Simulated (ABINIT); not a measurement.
# TiO2 (Anatase): G0W0 with ABINIT, start to end

Aim: the G0W0 gap of TiO2 (Anatase) on PBE, step by step.

Program: ABINIT 10.8.3. Level of theory: PBE and many-body steps on it, plane waves. Results are calculated unless marked as measured.

**What was measured.**

- Gap 3.45 eV: optical bandgap, film annealed at 520 °C; spectroscopic ellipsometry; film (polycrystalline sol-gel film on Si(100), annealed 3 h at 520 °C) (“Photocatalytic Performance of Sol-Gel Prepared TiO2 Thin Films Annealed at Various Temperatures”, 2023, pmc:10419699).

- Gap 3.293 eV: indirect optical gap from reflection cut-off wavelength, 126 nm particles (bulk-like); UV-VIS-NIR reflection spectroscopy; 300 K; powder (commercial powder, mean particle diameter 126 nm, hand pressed) (“Part I: determination of a structure/property transformation mechanism responsible for changes in the point of zero change of anatase titania with decreasing particle size”, 2024, pmc:11477903).

- Gap 3.98 eV: direct quasiparticle gap around Gamma; experiment quoted from earlier work; bulk crystal (anatase, value from earlier experiment) (quoted in “Giant exciton Mott density in anatase TiO2”, 2020, arxiv:2007.10051).

- Gap 3.87 eV: direct optical gap from Tauc plot; UV-vis absorption, Tauc plot; film (thin TiO2 layer grown by atomic layer deposition) (“Development of 2-in-1 Sensors for the Safety Assessment of Lithium-Ion Batteries via Early Detection of Vapors Produced by Electrolyte Solvents”, 2023, pmc:10251352).

- Gap 3.17 eV: gap from valence band edge and flat band potential; valence-band XPS and Mott-Schottky plots; film (“Enhancement of Titania Photoanode Performance by Sandwiching Copper between Two Titania Layers”, 2020, pmc:7579609).

This is a selection; 13 further reports are not listed.

## (1) The starting structure

Symmetry: I4_1/amd, No. 141, tetragonal system. The conventional cell has a = 3.784 Å, b = 3.784 Å, c = 9.515 Å, α = 90.00°, β = 90.00°, γ = 90.00°. Nearest to Ti lie 6 O at 1.93 to 1.98 Å. Nearest to O lie 3 Ti at 1.93 to 1.98 Å. Farther neighbours and most contacts between anions are not listed.

The cell and positions come from the Crystallography Open Database and are kept as given unless a step says otherwise.

## (2) Ground state

This step: ABINIT 10.8.3; DFT, PBE, plane waves, norm-conserving pseudopotentials.

The ground-state density comes first.

Contents of run.abi:

```
acell 3*1.0 Angstrom
rprim 
  -1.892100000000 1.892100000000 4.757300000000
  1.892100000000 -1.892100000000 4.757300000000
  1.892100000000 1.892100000000 -4.757300000000
ntypat 2
znucl 22 8
natom 6
typat 1 1 2 2 2 2
xred 
  0.000000000000 0.000000000000 0.000000000000
  0.750000000000 0.250000000000 0.500000000000
  0.208100000000 0.208100000000 0.000000000000
  0.958100000000 0.458100000000 0.500000000000
  0.541900000000 0.041900000000 0.500000000000
  0.791900000000 0.791900000000 0.000000000000
pp_dirpath "pseudos"
pseudos "Ti.upf, O.upf"
ecut 38
ngkpt 8 8 8
nshiftk 1
shiftk 0 0 0
kptopt 1
chksymbreak 0
nband 31
occopt 1
tolvrs 1e-10
nstep 60
prtwf 0
indata_prefix "in"
outdata_prefix "out"
tmpdata_prefix "tmp"
```

Launch:

```console
> OMP_NUM_THREADS=1 mpirun -n 4 abinit run.abi > log
```

Numbers of over 12 decimals in the logs are rounded to 6 here.

Log:

```text
.Version 10.8.3 of ABINIT. v10.8.2 released Aug 2026.

 Symmetries : space group I4_1/a m d (#141); Bravais tI (body-center tetrag.)
================================================================================
 Values of the parameters that define the memory need of the present run
     intxc =       0    ionmov =       0      iscf =       7    lmnmax =       6
     lnmax =       6     mgfft =      60  mpssoang =       3    mqgrid =    3001
     natom =       6  nloc_mem =       1    nspden =       1   nspinor =       1
    nsppol =       1      nsym =      16    n1xccc =    2501    ntypat =       2
    occopt =       1   xclevel =       2
-    mband =          31        mffmem =           1         mkmem =          15
       mpw =        5174          nfft =      216000          nkpt =          59
================================================================================
  Rough estimation (10% accuracy) of disk space for files :
================================================================================

--------------------------------------------------------------------------------
------------- Echo of variables that govern the present computation ------------
--------------------------------------------------------------------------------
 -outvars: echo values of preprocessed input variables --------
            acell      1.8897261259E+00  1.8897261259E+00  1.8897261259E+00 Bohr

      chksymbreak           0
             ecut      3.80000000E+01 Hartree
-          fftalg         312

              ixc     -101130
              kpt      0.00000000E+00  0.00000000E+00  0.00000000E+00
                       1.25000000E-01  0.00000000E+00  0.00000000E+00
                       2.50000000E-01  0.00000000E+00  0.00000000E+00
                       3.75000000E-01  0.00000000E+00  0.00000000E+00
                       5.00000000E-01  0.00000000E+00  0.00000000E+00
                       1.25000000E-01  1.25000000E-01  0.00000000E+00
                       2.50000000E-01  1.25000000E-01  0.00000000E+00
                       3.75000000E-01  1.25000000E-01  0.00000000E+00
                       5.00000000E-01  1.25000000E-01  0.00000000E+00
   [... 39 further rows ...]
                       5.00000000E-01  5.00000000E-01  2.50000000E-01
                      -3.75000000E-01  5.00000000E-01  2.50000000E-01
                       outvar_i_n : Printing only first  50 k-points.
         kptrlatt        8    0    0      0    8    0      0    0    8
          kptrlen      5.72088128E+01
P           mkmem          15
            natom           6
            nband          31
            ngfft          60      60      60
             nkpt          59
            nstep          60
             nsym          16
           ntypat           2
              occ      2.000000  2.000000  2.000000  2.000000  2.000000  2.000000
                       2.000000  2.000000  2.000000  2.000000  2.000000  2.000000
                       2.000000  2.000000  2.000000  2.000000  2.000000  2.000000
                       2.000000  2.000000  2.000000  2.000000  2.000000  2.000000
                       0.000000  0.000000  0.000000  0.000000  0.000000  0.000000
                       0.000000
            prtwf           0
            rprim     -1.8921000000E+00  1.8921000000E+00  4.7573000000E+00
[...]
spgroup         141

           tolvrs      1.00000000E-10

             xred      0.0000000000E+00  0.0000000000E+00  0.0000000000E+00
[...]
znucl       22.00000    8.00000

================================================================================

 chkinp: Checking input parameters for consistency.

================================================================================
== DATASET  1 ==================================================================
-   mpi_nproc: 4, omp_nthreads: 1 (-1 if OMP is not activated)

--- !DatasetInfo
iteration_state: {dtset: 1, }
dimensions: {natom: 6, nkpt: 59, mband: 31, nsppol: 1, nspinor: 1, nspden: 1, mpw: 5174, }
cutoff_energies: {ecut:  38.0, pawecutdg:  -1.0, }
electrons: {nelect:   4.80000000E+01, charge:   0.00000000E+00, occopt:   1.00000000E+00, tsmear:   1.00000000E-02, }

 Real(R)+Recip(G) space primitive vectors, cartesian coordinates (Bohr,Bohr^-1):
 R(1)= -3.5755508  3.5755508  8.9899941  G(1)=  0.0000000  0.1398386  0.0556174
 R(2)=  3.5755508 -3.5755508  8.9899941  G(2)=  0.1398386  0.0000000  0.0556174
 R(3)=  3.5755508  3.5755508 -8.9899941  G(3)=  0.1398386  0.1398386  0.0000000
 Unit cell volume ucvol=  4.5973260E+02 bohr^3
 Angles (23,13,12)=  1.39434593E+02  1.39434593E+02  5.87128032E+01 degrees

 getcut: wavevector=  0.0000  0.0000  0.0000  ngfft=  60  60  60
         ecut(hartree)=     38.000   => boxcut(ratio)=   2.09654

--- Pseudopotential description ------------------------------------------------
- Ti Generated using ONCVPSP code by D. R. Hamann
- 22.00000  12.00000  171031                  znucl, zion, pspdat
12 -101130 2 -1 1586                          pspcod,pspxc,lmax,lloc,mmax
     nproj     2     2     2
  pspatm : epsatm=   14.68144553
         --- l  ekb(1:nproj) -->
[...]
pspatm: atomic psp has been read  and splines computed

- O Generated using ONCVPSP code by D. R. Hamann
[...]
ETOT 13  -185.21694843255    -1.451E-09 1.503E-03 9.279E-07
 ETOT 14  -185.21694843268    -1.326E-10 1.171E-03 1.898E-07
 ETOT 15  -185.21694843272    -3.570E-11 1.078E-03 1.463E-08
 ETOT 16  -185.21694843270     1.299E-11 9.046E-04 1.771E-10
 ETOT 17  -185.21694843270     2.643E-12 6.730E-04 2.814E-11

 At SCF step   17       vres2   =  2.81E-11 < tolvrs=  1.00E-10 =>converged.

 Cartesian components of stress tensor (hartree/bohr^3)
  sigma(1 1)= -1.27289296E-04  sigma(3 2)=  0.00000000E+00
  sigma(2 2)= -1.27289296E-04  sigma(3 1)=  0.00000000E+00
  sigma(3 3)= -1.70482288E-04  sigma(2 1)=  0.00000000E+00

--- !ResultsGS
iteration_state: {dtset: 1, }
comment   : Summary of ground state results
lattice_vectors:
- [ -3.5755508,   3.5755508,   8.9899941, ]
- [  3.5755508,  -3.5755508,   8.9899941, ]
- [  3.5755508,   3.5755508,  -8.9899941, ]
lattice_lengths: [  10.31451,   10.31451,   10.31451, ]
lattice_angles: [139.435, 139.435,  58.713, ] # degrees, (23, 13, 12)
lattice_volume:   4.5973260E+02
convergence: {deltae:  2.643E-12, res2:  2.814E-11, residm:  6.730E-04, diffor: null, }
etotal    :  -1.85216948E+02
entropy   :   0.00000000E+00
fermie    :   1.50508157E-01
cartesian_stress_tensor: # hartree/bohr^3
- [ -1.27289296E-04,   0.00000000E+00,   0.00000000E+00, ]
- [  0.00000000E+00,  -1.27289296E-04,   0.00000000E+00, ]
- [  0.00000000E+00,   0.00000000E+00,  -1.70482288E-04, ]
pressure_GPa:   4.1686E+00
xred      :
- [  0.0000E+00,   0.0000E+00,   0.0000E+00, Ti]
- [  7.5000E-01,   2.5000E-01,   5.0000E-01, Ti]
- [  2.0810E-01,   2.0810E-01,  -3.2879E-19,  O]
- [  9.5810E-01,   4.5810E-01,   5.0000E-01,  O]
- [  5.4190E-01,   4.1900E-02,   5.0000E-01,  O]
- [  7.9190E-01,   7.9190E-01,  -1.2512E-18,  O]
cartesian_forces: # hartree/bohr
- [  4.04302157E-20,  -3.18499290E-20,  -3.61400723E-20, ]
- [  4.04302154E-20,  -3.18499296E-20,  -3.61400724E-20, ]
- [  6.15186254E-20,  -1.07615194E-20,   1.58865855E-03, ]
- [ -1.29580950E-19,   2.31819774E-19,   1.58865855E-03, ]
- [  1.93418057E-20,  -5.29383391E-20,  -1.58865855E-03, ]
- [ -3.21399119E-20,  -1.04420057E-19,  -1.58865855E-03, ]
force_length_stats: {min:   6.28897857E-20, max:   1.58865855E-03, mean:   1.05910570E-03, }

 Integrated electronic density in atomic spheres:
 ------------------------------------------------
 Atom  Sphere_radius  Integrated_density
[...]
================================================================================

 ----iterations are completed or convergence reached----

 Mean square residual over all n,k,spin=   51.304E-07; max=  67.304E-05
 reduced coordinates (array xred) for    6 atoms
[...]
0.750000000000      0.250000000000      0.500000000000
       0.208100000000      0.208100000000     -0.000000000000
       0.958100000000      0.458100000000      0.500000000000
       0.541900000000      0.041900000000      0.500000000000
       0.791900000000      0.791900000000     -0.000000000000
 rms dE/dt=  1.1661E-02; max dE/dt=  1.4282E-02; dE/dt below (all hartree)
    1      -0.000000000000     -0.000000000000     -0.000000000000
    2       0.000000000000     -0.000000000000      0.000000000000
    3      -0.014282030995     -0.014282030995      0.014282030995
    4      -0.014282030995     -0.014282030995      0.014282030995
    5       0.014282030995      0.014282030995     -0.014282030995
    6       0.014282030995      0.014282030995     -0.014282030995

 cartesian coordinates (angstrom) at end:
    1      0.000000     0.000000     0.000000
    2      0.000000     1.892100     2.378650
    3      0.000000    -0.000000     1.979988
    4      0.000000     1.892100     4.358638
[...]
cartesian forces (hartree/bohr) at end:
[...]
frms,max,avg= 7.4890082E-04 1.5886586E-03   0.000E+00  0.000E+00  0.000E+00 h/b

 cartesian forces (eV/Angstrom) at end:
[...]
2      0.000000    -0.000000    -0.000000
    3      0.000000    -0.000000     0.081692
    4     -0.000000     0.000000     0.081692
    5      0.000000    -0.000000    -0.081692
    6     -0.000000    -0.000000    -0.081692
 frms,max,avg= 3.8510029E-02 8.1692107E-02   0.000E+00  0.000E+00  0.000E+00 e/A
 length scales=  1.889726125908  1.889726125908  1.889726125908 bohr
              =  1.000000000000  1.000000000000  1.000000000000 angstroms
 prteigrs : about to open file out_EIG
 Fermi (or HOMO) energy (hartree) =   0.15051   Average Vxc (hartree)=  -0.39712
 Eigenvalues (hartree) for nkpt=  59  k points:
 kpt#   1, nband= 31, wtk=  0.00195, kpt=  0.0000  0.0000  0.0000 (reduced coord)
  -1.91852   -1.91628   -1.05463   -1.04582   -1.04582   -1.04316   -1.04316   -1.04004
  -0.49493   -0.45758   -0.45221   -0.43977    0.00708    0.01145    0.01145    0.02632
   0.07584    0.07584    0.07756    0.12347    0.12360    0.12360    0.13465    0.13465
   0.23084    0.25826    0.29978    0.29979    0.30088    0.30090    0.34599
 prteigrs : prtvol=0 or 1, do not print more k-points.

--- !EnergyTerms
iteration_state     : {dtset: 1, }
comment             : Components of total free energy in Hartree
kinetic             :  9.01527161159873E+01
hartree             :  5.04271879315837E+01
xc                  : -3.41780206858849E+01
Ewald energy        : -1.22088434587365E+02
psp_core            :  5.65316920799711E+00
local_psp           : -1.66739904690232E+02
non_local_psp       : -8.44366172478659E+00
total_energy        : -1.85216948432700E+02
total_energy_eV     : -5.04000992310415E+03
band_energy         : -2.23631716003221E+01

 Cartesian components of stress tensor (hartree/bohr^3)
  sigma(1 1)= -1.27289296E-04  sigma(3 2)=  0.00000000E+00
  sigma(2 2)= -1.27289296E-04  sigma(3 1)=  0.00000000E+00
  sigma(3 3)= -1.70482288E-04  sigma(2 1)=  0.00000000E+00

-Cartesian components of stress tensor (GPa)         [Pressure=  4.1686E+00 GPa]
- sigma(1 1)= -3.74498039E+00  sigma(3 2)=  0.00000000E+00
- sigma(2 2)= -3.74498039E+00  sigma(3 1)=  0.00000000E+00
- sigma(3 3)= -5.01576209E+00  sigma(2 1)=  0.00000000E+00

== END DATASET(S) ==============================================================
================================================================================

 -outvars: echo values of variables after computation  --------
           etotal     -1.8521694843E+02
            nband          31
             nkpt          59
          spgroup         141
 [... the other variables as echoed above ...]

 Calculation completed.
```

The job ended after 4 min (4 MPI ranks of Arm Neoverse V1, shared host; peak memory 0.57 GiB; 16 min of CPU time).

This step gave:

| Item | Value |
| --- | --- |
| total energy | -5040.0099 eV |
| gap | 2.186 eV |
| k of the valence top | -0.375, 0.375, 0 |
| k of the conduction bottom | 0, 0, 0 |
| least direct gap | 2.492 eV |
| pressure | 4.169 GPa |

The gap is indirect, with the least direct gap 0.31 eV higher.

The cutoff was set for levels, not for stress, so the pressure can be off by some GPa.

(Part 1 of 3 ends here.)

[Paths, hosts, dates, memory and timing lines, banners, echoed tables and standing remarks are left out of the program output.]

[Logs are printed without paths, hosts, clocks, repeated set-up lines and the standing remarks that a program may print on its own settings, such as how far it seeks lower states.]

[Runs of the session that timed out or met a known fault of the program may be left out.]

[Hosts, paths, dates, database ids (printed as entryN), source tags and the programs' standing remarks are cut or masked in the printed files.]

[G0W0 gaps are taken among the corrected bands and points alone; a level outside them can change the order at an edge.]

[Where Ansatz stands beside ABINIT at settings called matched, ABINIT's density can come from a denser mesh and the files from another edition; pairs whose starting gaps differed by over 0.03 eV were left out, so agreement reads better than it is.]
